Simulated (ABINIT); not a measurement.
Entries from a set of simulations; values are calculated unless marked as measured.

### Quasiparticle gap of BP (F-43m) in ABINIT

Symmetry: F-43m, No. 216, cubic system. Conventional cell: a = 4.538 Å, b = 4.538 Å, c = 4.538 Å, α = 90.00°, β = 90.00°, γ = 90.00°. Nearest to B lie 4 P at 1.97 Å. P has 4 B at 1.97 Å nearest. Farther neighbours, and contacts between anions beyond the nearest, are not listed.

```xyz
2
Lattice="0.0000 2.2690 2.2690 2.2690 0.0000 2.2690 2.2690 2.2690 0.0000" Properties=species:S:1:pos:R:3 pbc="T T T"
B     0.0000    0.0000    0.0000
P     1.1345    1.1345    1.1345
```

- method: RPA screening on PBE, plane waves, norm-conserving pseudopotentials (and 2 further levels or steps)
- program: ABINIT 10.8.3
- settings: cutoff 34 Ha, PseudoDojo scalar-relativistic 0.4.1 standard, norm-conserving, potential set dojo-sr-pbe-0.4.1-standard, ngkpt (6, 6, 6), nband 57, ecuteps 6 Ha, inclvkb 2, shiftk (0, 0, 0), symchi 1, awtr 1, frequency ppm, 6×6×6 k-mesh
- cost: 5 runs, 51 s in all on 4 MPI ranks of Arm Neoverse V1, shared host
- notes: The cell and positions come from the Crystallography Open Database and are kept as given unless a step says otherwise.
- PBE gap: 1.26 eV, indirect
- G0W0 gap on the mesh: 2.01 eV
- G0W0 gap over the zone (rigid shift): 1.92 eV
- GW settings: 6×6×6 mesh, 57 bands, screening to 163.3 eV, Godby-Needs plasmon pole
- known limits: short of the basis limit

G0W0 moves the gap on the mesh from 1.35 eV to 2.01 eV (+0.66 eV), with Z of 0.79 and 0.81 at the edges. The mesh misses the band edges by 0.09 eV in all; a rigid shift gives 1.92 eV for the zone.

[Long decimals in the printed logs are rounded to 6 places.]

[Logs are printed without paths, hosts, clocks, repeated set-up lines and the standing remarks that a program may print on its own settings, such as how far it seeks lower states.]

[Paths, hosts, dates, memory and timing lines, banners, echoed tables and standing remarks are left out of the program output; an Ansatz launch command may be rebuilt from the run's recorded settings. Measured values are a selection of at most five: reports struck by readers or far from the other reports are left out. None is set beside runs whose start may be inverted or whose files or cutoffs have a known fault.]

[Runs of the session that timed out or met a known fault of the program may be left out.]

[Hosts, paths, dates, database ids (printed as entryN), source tags and the programs' standing remarks are cut or masked in the printed files.]

[G0W0 gaps are taken among the corrected bands and points alone; a level outside them can change the order at an edge.]

[Where Ansatz stands beside ABINIT at settings called matched, ABINIT's density can come from a denser mesh and the files from another edition; pairs whose starting gaps differed by over 0.03 eV were left out, so agreement reads better than it is.]
